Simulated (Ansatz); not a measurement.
In doubt: masses and optical values from hybrid runs of this build are listed as unsure (in some of the runs), which bears on the screening that GW takes from such a start.

RbSb4F13 (I4/m), computed twice by G0W0.

```yaml
crystal:
  lattice:
    - [-4.81750, 4.81750, 3.28150]
    - [4.81750, -4.81750, 3.28150]
    - [4.81750, 4.81750, -3.28150]
  atoms:
    - { symbol: Rb, position: [0.50000, 0.50000, 0.00000] }
    - { symbol: Sb, position: [0.00640, 0.27709, 0.28349] }
    - { symbol: Sb, position: [0.27709, 0.99360, 0.27070] }
    - { symbol: Sb, position: [0.99360, 0.72291, 0.71651] }
    - { symbol: Sb, position: [0.72291, 0.00640, 0.72930] }
    - { symbol: F, position: [0.00000, 0.00000, 0.00000] }
    - { symbol: F, position: [0.56148, 0.87661, 0.43809] }
    - { symbol: F, position: [0.87661, 0.43852, 0.31513] }
    - { symbol: F, position: [0.43852, 0.12339, 0.56191] }
    - { symbol: F, position: [0.12339, 0.56148, 0.68487] }
    - { symbol: F, position: [0.43010, 0.33449, 0.32074] }
    - { symbol: F, position: [0.33449, 0.01375, 0.90439] }
    - { symbol: F, position: [0.01375, 0.10936, 0.67926] }
    - { symbol: F, position: [0.10936, 0.43010, 0.09561] }
    - { symbol: F, position: [0.56990, 0.66551, 0.67926] }
    - { symbol: F, position: [0.66551, 0.98625, 0.09561] }
    - { symbol: F, position: [0.98625, 0.89064, 0.32074] }
    - { symbol: F, position: [0.89064, 0.56990, 0.90439] }
```

Geometry: measured cell, ions relaxed with PBE. The runs that relaxed it are not among those shown. Spin-orbit coupling is left out unless a run names it.

The first (Ansatz 0.2.0; start PBE, 4×4×4 mesh, 1025 empty bands, screening to 130 eV, PAW set soft_1 files; 1 × NVIDIA H100 80GB HBM3 (shared by 6 runs) with 2 threads of AMD EPYC 7R13 (Zen 3), shared host) gave, on its mesh: starting gap 4.76 eV, G0W0 gap 7.32 eV, RPA ε∞ (mean) 2.55, 5.2 min.

The second gave: starting gap 6.06 eV, G0W0 gap 8.06 eV, RPA ε∞ (mean) 2.23, 9.3 min.

Q: What was changed in the input? Choose among start, files, mesh, bands and cutoff, frequency model or another key.

Changed: start from PBE to HSE06. A jump of this size in the start, with ε∞ moving the other way, marks another functional. Other changes could give like numbers; this is the one that was made.

Limits: not at the basis limit; no spin-orbit coupling.

[Paths, hosts, dates, memory and timing lines, banners, echoed tables and standing remarks are left out of the program output.]

[Logs are printed without paths, hosts, clocks, repeated set-up lines and the standing remarks that a program may print on its own settings, such as how far it seeks lower states.]

[Runs of the session that timed out or met a known fault of the program may be left out.]

[Cells called generated may have been cut or substituted from an entry of the Crystallography Open Database or the Materials Project.]

[Hosts, paths, dates, database ids (printed as entryN), source tags and the programs' standing remarks are cut or masked in the printed files.]
